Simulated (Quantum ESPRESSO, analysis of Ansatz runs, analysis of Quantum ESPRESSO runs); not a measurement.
# Local vibrational mode of the As-H pair in CdTe (PBE) (Quantum ESPRESSO), part 2 of 2

Aim: the local vibrational mode of the As-H pair in CdTe, to be set beside the measurement. Set-up: PBE, JTH 2.0 PBE, 32-site cell, PBE lattice, k: the single point 1/4 1/4 1/4. The model is a cell of 32 host atoms with As put on another atom's site and H put in between. The frequencies come from force constants among the defect atom and its neighbours, with the masses of the isotopes named. Other potentials or another program check that the number doesn't hang on one set of files.

Quantum ESPRESSO 7.5; PBE, JTH 2.0 PBE, 32-site cell, PBE lattice, k: the single point 1/4 1/4 1/4.

So far. Step 2 (Relaxation, charge 0): Neighbours of the added atoms: H33: As28 1.55, Cd7 2.21, Cd16 3.33 Å.

### 3. Atom Cd7 moved by 0.015 A along x

Force constants come from the forces after small displacements. One such run is shown.

This step: Quantum ESPRESSO plane-wave DFT, PBE, JTH 2.0 PBE potentials; single point of a defect supercell.

Input file pw.in:

```
&CONTROL
  calculation = 'scf'
  prefix = 'pwscf'
  outdir = './tmp'
  pseudo_dir = './pseudo'
  tprnfor = .true.
  disk_io = 'low'
/
&SYSTEM
  ibrav = 0
  nat = 33
  ntyp = 4
  ecutwfc = 40
  ecutrho = 240
  nbnd = 153
  occupations = 'smearing'
  smearing = 'fd'
  degauss = 0.00073499
  nosym = .true.
/
&ELECTRONS
  conv_thr = 1d-10
  electron_maxstep = 100
  mixing_beta = 0.5
/
ATOMIC_SPECIES
Cd   112.4140 Cd.GGA_PBE-JTH.UPF
Te   127.6000 Te.GGA_PBE-JTH.UPF
As    74.9216 As.GGA_PBE-JTH.UPF
H      1.0080 H.GGA_PBE-JTH.UPF
CELL_PARAMETERS angstrom
  -6.6066172802    6.6066172802   -6.6066172802
   6.6066172802    6.6066172802    6.6066172802
   6.6066172802   -6.6066172802   -6.6066172802
ATOMIC_POSITIONS crystal
Cd    -0.0021613440   -0.0024507911   -0.0018959121
Cd    -0.0021106635    0.2479511368    0.7478879455
[... 4 atom lines left out ...]
Cd     0.2033954571    0.4545852036    0.2045773954
[... 1 atom line left out ...]
Cd     0.5013304093   -0.0100331149    0.5013272198
[... 2 atom lines left out ...]
Cd     0.5015605164    0.7513760464    0.7404244268
[... 3 atom lines left out ...]
Cd     0.7407788010    0.7513258981    0.5014238710
[... 2 atom lines left out ...]
Te    -0.0054072979    0.5008522780    0.2510435927
[... 1 atom line left out ...]
Te     0.2525965170    0.0000537675    0.4998701110
Te     0.2510359071    0.2445964665    0.2510826456
Te     0.2510838255    0.5011702602   -0.0051730597
Te     0.2526303049    0.7499410399    0.7500476890
Te     0.4998646337    0.0001480474    0.2525906275
[... 2 atom lines left out ...]
As     0.5323482718    0.7818065193    0.5320000006
[... 4 atom lines left out ...]
H      0.3973871060    0.6464201553    0.3967383922
K_POINTS crystal
1
0.25 0.25 0.25 1.0
```

Command:

```console
OMP_NUM_THREADS=1 pw.x -in pw.in > pw.out
```

Log:

```text
[banner, memory and clock lines left out]
          URL

     file Cd.GGA_PBE-JTH.UPF: wavefunction(s)  0S 5P 0P 4D 0D renormalized
     file Te.GGA_PBE-JTH.UPF: wavefunction(s)  0S 0P renormalized
     file As.GGA_PBE-JTH.UPF: wavefunction(s)  4S 0S 0P 3D 0D renormalized
     file H.GGA_PBE-JTH.UPF: wavefunction(s)  1S 0S 0P renormalized

     G-vector sticks info

     bravais-lattice index     =            0
     lattice parameter (alat)  =      21.6241  a.u.
     unit-cell volume          =    7783.8425 (a.u.)^3
     number of atoms/cell      =           33
     number of atomic types    =            4
     number of electrons       =       298.00
     number of Kohn-Sham states=          153
     kinetic-energy cutoff     =      40.0000  Ry
     charge density cutoff     =     240.0000  Ry
     scf convergence threshold =      1.0E-10
     mixing beta               =       0.5000
     number of iterations used =            8  plain     mixing
     Exchange-correlation= SLA PW PBX PBC
                           (   1   4   3   4   0   0   0)

     celldm(1)=  21.624130  celldm(2)=   0.000000  celldm(3)=   0.000000
     celldm(4)=   0.000000  celldm(5)=   0.000000  celldm(6)=   0.000000

     crystal axes: (cart. coord. in units of alat)
               a(1) = (  -0.577350   0.577350  -0.577350 )
               a(2) = (   0.577350   0.577350   0.577350 )
               a(3) = (   0.577350  -0.577350  -0.577350 )

     reciprocal axes: (cart. coord. in units 2 pi/alat)
               b(1) = (  0.000000  0.866025 -0.866025 )
               b(2) = (  0.866025  0.866025 -0.000000 )
               b(3) = (  0.866025  0.000000 -0.866025 )

     PseudoPot. # 1 for Cd read from file:
     Cd.GGA_PBE-JTH.UPF
     Pseudo is Projector augmented-wave + core cor, Zval = 12.0
     Generated using ATOMPAW code
     Shape of augmentation charge: BESSEL
     Using radial grid of 1087 points,  6 beta functions with:
                l(1) =   0
                l(2) =   0
                l(3) =   1
                l(4) =   1
                l(5) =   2
                l(6) =   2
     Q(r) pseudized with 0 coefficients

     PseudoPot. # 2 for Te read from file:
     Te.GGA_PBE-JTH.UPF
     Pseudo is Projector augmented-wave + core cor, Zval =  6.0
     Generated using ATOMPAW code
     Shape of augmentation charge: SINC**2
     Using radial grid of 1093 points,  4 beta functions with:
                l(1) =   0
                l(2) =   0
                l(3) =   1
                l(4) =   1
     Q(r) pseudized with 0 coefficients

     PseudoPot. # 3 for As read from file:
     As.GGA_PBE-JTH.UPF
     Pseudo is Projector augmented-wave + core cor, Zval = 15.0
     Generated using ATOMPAW code
     Shape of augmentation charge: BESSEL
     Using radial grid of 1057 points,  6 beta functions with:
[...]
l(5) =   2
                l(6) =   2
     Q(r) pseudized with 0 coefficients

     PseudoPot. # 4 for H  read from file:
     H.GGA_PBE-JTH.UPF
     Pseudo is Projector augmented-wave + core cor, Zval =  1.0
     Generated using ATOMPAW code
     Shape of augmentation charge: SINC**2
     Using radial grid of  777 points,  3 beta functions with:
                l(1) =   0
                l(2) =   0
                l(3) =   1
     Q(r) pseudized with 0 coefficients

     atomic species   valence    mass     pseudopotential
     Cd               12.00   112.41400     Cd( 1.00)
     Te                6.00   127.60000     Te( 1.00)
     As               15.00    74.92160     As( 1.00)
     H                 1.00     1.00800     H ( 1.00)

     No symmetry found

   Cartesian axes

     site n.     atom                  positions (alat units)
         1        Cd     tau(   1) = (  -0.0012617  -0.0015682   0.0009275  )
         2        Cd     tau(   2) = (   0.5761666  -0.2898572  -0.2874201  )
         3        Cd     tau(   3) = (   0.5798315  -0.0024092  -0.0031985  )
         4        Cd     tau(   4) = (   0.5795957   0.2917628   0.2908323  )
         5        Cd     tau(   5) = (   0.2868420  -0.2900606  -0.5758515  )
         6        Cd     tau(   6) = (   0.2915884  -0.0022906  -0.2913699  )
         7        Cd     tau(   7) = (   0.2631373   0.2617725   0.0269117  )
         8        Cd     tau(   8) = (   0.2915549   0.5801053   0.2910548  )
         9        Cd     tau(   9) = (  -0.0057945  -0.0057908  -0.5846773  )
        10        Cd     tau(  10) = (  -0.0023826   0.2916140  -0.2911911  )
        11        Cd     tau(  11) = (  -0.0020668   0.5798853  -0.0031263  )
        12        Cd     tau(  12) = (   0.5717153   0.2958990  -0.2832532  )
        13        Cd     tau(  13) = (  -0.2898848   0.2866974  -0.5761202  )
        14        Cd     tau(  14) = (  -0.2897385   0.5758930  -0.2872548  )
        15        Cd     tau(  15) = (   0.2872074   0.2871616  -0.5753570  )
        16        Cd     tau(  16) = (   0.2955866   0.5719698  -0.2834078  )
        17        Te     tau(  17) = (   0.4327018  -0.4329490  -0.4333213  )
        18        Te     tau(  18) = (   0.4319985  -0.1459744  -0.1435531  )
        19        Te     tau(  19) = (   0.4372292   0.1411052   0.1473490  )
[...]
total energy              =  -11908.10310887 Ry
     estimated scf accuracy    <       0.00428116 Ry

     iteration #  5     ecut=    40.00 Ry     beta= 0.50
     Davidson diagonalization with overlap
     ethr =  1.44E-06,  avg # of iterations =  8.0

     negative rho (up, down):  9.635E-02 0.000E+00

     total energy              =  -11908.10394593 Ry
     estimated scf accuracy    <       0.00064293 Ry

     iteration #  6     ecut=    40.00 Ry     beta= 0.50
     Davidson diagonalization with overlap
     ethr =  2.16E-07,  avg # of iterations =  9.0

     negative rho (up, down):  9.660E-02 0.000E+00

     total energy              =  -11908.10425669 Ry
     estimated scf accuracy    <       0.00006642 Ry

     iteration #  7     ecut=    40.00 Ry     beta= 0.50
     Davidson diagonalization with overlap
     ethr =  2.23E-08,  avg # of iterations = 10.0

     negative rho (up, down):  9.668E-02 0.000E+00

     total energy              =  -11908.10433742 Ry
     estimated scf accuracy    <       0.00001221 Ry

     iteration #  8     ecut=    40.00 Ry     beta= 0.50
     Davidson diagonalization with overlap
     ethr =  4.10E-09,  avg # of iterations = 12.0

     negative rho (up, down):  9.674E-02 0.000E+00

     total energy              =  -11908.10434977 Ry
     estimated scf accuracy    <       0.00000338 Ry

     iteration #  9     ecut=    40.00 Ry     beta= 0.50
     Davidson diagonalization with overlap
     ethr =  1.13E-09,  avg # of iterations = 10.0

     negative rho (up, down):  9.677E-02 0.000E+00

     total energy              =  -11908.10435374 Ry
     estimated scf accuracy    <       0.00000057 Ry

     iteration # 10     ecut=    40.00 Ry     beta= 0.50
     Davidson diagonalization with overlap
     ethr =  1.90E-10,  avg # of iterations = 14.0

     negative rho (up, down):  9.678E-02 0.000E+00

     total energy              =  -11908.10435429 Ry
     estimated scf accuracy    <       0.00000009 Ry

     iteration # 11     ecut=    40.00 Ry     beta= 0.50
     Davidson diagonalization with overlap
     ethr =  2.98E-11,  avg # of iterations =  9.0

     negative rho (up, down):  9.678E-02 0.000E+00

     total energy              =  -11908.10435448 Ry
     estimated scf accuracy    <          6.7E-09 Ry

     iteration # 12     ecut=    40.00 Ry     beta= 0.50
     Davidson diagonalization with overlap
     ethr =  2.26E-12,  avg # of iterations = 14.0

     negative rho (up, down):  9.678E-02 0.000E+00

     total energy              =  -11908.10435452 Ry
     estimated scf accuracy    <          2.4E-09 Ry

     iteration # 13     ecut=    40.00 Ry     beta= 0.50
     Davidson diagonalization with overlap
     ethr =  7.95E-13,  avg # of iterations =  8.0

     negative rho (up, down):  9.678E-02 0.000E+00

     total energy              =  -11908.10435455 Ry
     estimated scf accuracy    <          2.0E-10 Ry

     iteration # 14     ecut=    40.00 Ry     beta= 0.50
     Davidson diagonalization with overlap
     ethr =  1.00E-13,  avg # of iterations = 14.0

     negative rho (up, down):  9.678E-02 0.000E+00

     End of self-consistent calculation

          k = 0.4330 0.4330-0.4330 ( 33240 PWs)   bands (ev):

   -29.8455 -29.7907 -29.7906 -29.7111 -29.7111  -6.0362  -5.9839  -5.9790
    -5.9639  -5.8305  -5.8179  -5.8104  -5.7564  -5.7488  -5.7482  -5.7243
    -5.7229  -5.7224  -5.7216  -5.7027  -5.7023  -3.6254  -3.5579  -3.5549
    -3.5192  -3.5171  -3.3809  -3.3762  -3.3756  -3.3691  -3.3687  -3.3551
    -3.3546  -3.3539  -3.3318  -3.3312  -3.3299  -3.3296  -3.3239  -3.3238
    -3.3220  -3.3162  -3.3159  -3.3145  -3.3076  -3.3032  -3.3027  -3.2901
    -3.2897  -3.2867  -3.2509  -3.2506  -3.2460  -3.2419  -3.2416  -3.2370
    -3.2317  -3.2301  -3.2299  -3.2090  -3.2089  -3.2077  -3.2064  -3.2053
    -3.2049  -3.2009  -3.2002  -3.1961  -3.1960  -3.1912  -3.1907  -3.1852
    -3.1834  -3.1830  -3.1754  -3.1735  -3.1733  -3.1646  -3.1642  -3.1625
[...]
1.0052   1.7802   2.0951   2.1578   2.1591   2.3122   2.7439   2.7458
     2.7986   2.8348   2.8388   2.8394   2.8414   2.8533   2.8538   2.9739
     2.9762   3.2180   3.4240   3.4272   3.4687   3.4765   3.4781   3.4795
     3.5011   3.5041   3.5095   3.6610   3.6623   4.1577   4.2999   4.3023
     4.3382   4.3386   4.3401   4.4656   4.4666   6.4428   6.5698   6.6310
     6.6315

     the Fermi energy is     5.5853 ev

!    total energy              =  -11908.10435456 Ry
     total all-electron energy =    -11908.104355 Ry
     estimated scf accuracy    <          8.6E-11 Ry
     smearing contrib. (-TS)   =       0.00000000 Ry
     internal energy E=F+TS    =  -11908.10435456 Ry

     The total energy is F=E-TS. E is the sum of the following terms:
     one-electron contribution =    -999.30205227 Ry
     hartree contribution      =     624.02456772 Ry
     xc contribution           =    -343.96114347 Ry
     ewald contribution        =   -1264.83598394 Ry
     one-center paw contrib.   =   -9924.02974260 Ry

     convergence has been achieved in  14 iterations

     negative rho (up, down):  9.678E-02 0.000E+00

     Forces acting on atoms (cartesian axes, Ry/au):

     atom    1 type  1   force =     0.00014549    0.00012813    0.00005209
     atom    2 type  1   force =     0.00012815   -0.00003170   -0.00014326
     atom    3 type  1   force =     0.00014215    0.00006079   -0.00019000
     atom    4 type  1   force =     0.00020727    0.00020711    0.00000804
     atom    5 type  1   force =    -0.00040086   -0.00012157    0.00004271
     atom    6 type  1   force =     0.00001240    0.00017163    0.00005639
     atom    7 type  1   force =    -0.00245980    0.00088272   -0.00122721
     atom    8 type  1   force =     0.00001820   -0.00008007   -0.00023429
     atom    9 type  1   force =     0.00007336    0.00010760    0.00008889
     atom   10 type  1   force =     0.00024455    0.00003035   -0.00001101
[...]
atom   29 type  2   force =    -0.00002382    0.00023547    0.00007575
     atom   30 type  2   force =    -0.00015643   -0.00005899   -0.00020014
     atom   31 type  2   force =    -0.00000769   -0.00008613   -0.00001509
     atom   32 type  2   force =     0.00004728   -0.00006023    0.00003209
     atom   33 type  4   force =    -0.00001045   -0.00007105    0.00006218

     Total force =     0.003898     Total SCF correction =     0.000029
```

The job ended after 12 min (1 thread of Arm Neoverse V1, shared host; peak memory 2.2 GiB).

At this level the gap is 1.98 eV on the k-mesh of the self-consistent run, which can miss the band edges.

### 4. Local vibrational modes

Analysis of the runs above: force constants by central differences of Quantum ESPRESSO plane-wave DFT, PBE, JTH 2.0 PBE potentials forces among the atoms nearest to a defect, the others at rest.

The modes with the largest weight on the probed atoms (the light atom of a pair), for the masses of each isotope. Modes of the displaced atoms (local only where they lie over the host's phonons):

```csv
isotopes,mode (cm⁻¹),share of the defect atoms
H,1967,0.988
H,438.8,0.974
H,437.9,0.977
D,1400,0.976
D,315.3,0.924
D,314.1,0.935
```

### 5. Results

```
distance from the defect atom to its nearest neighbour : 1.547 Å
As-H stretch, 1H                                       : 1967 cm⁻¹
```

What this shows: As-H stretch, 1H: computed 1967 cm⁻¹, measured 2022 cm⁻¹; 55 cm⁻¹ (3 %) below the measurement. The computed value is harmonic, while the measured line is the anharmonic fundamental, which for X–H stretches usually lies a few per cent lower. Only the named neighbours move, so modes near the host's band are approximate.

[Logs are printed without paths, hosts, clocks, repeated set-up lines and the standing remarks that a program may print on its own settings, such as how far it seeks lower states.]

[Hosts, paths, dates, database ids (printed as entryN), source tags and the programs' standing remarks are cut or masked in the printed files.]

[For some hosts the program warned that the k-mesh of the response run may be too coarse for force constants and the static dielectric constant; such warnings are not shown here.]
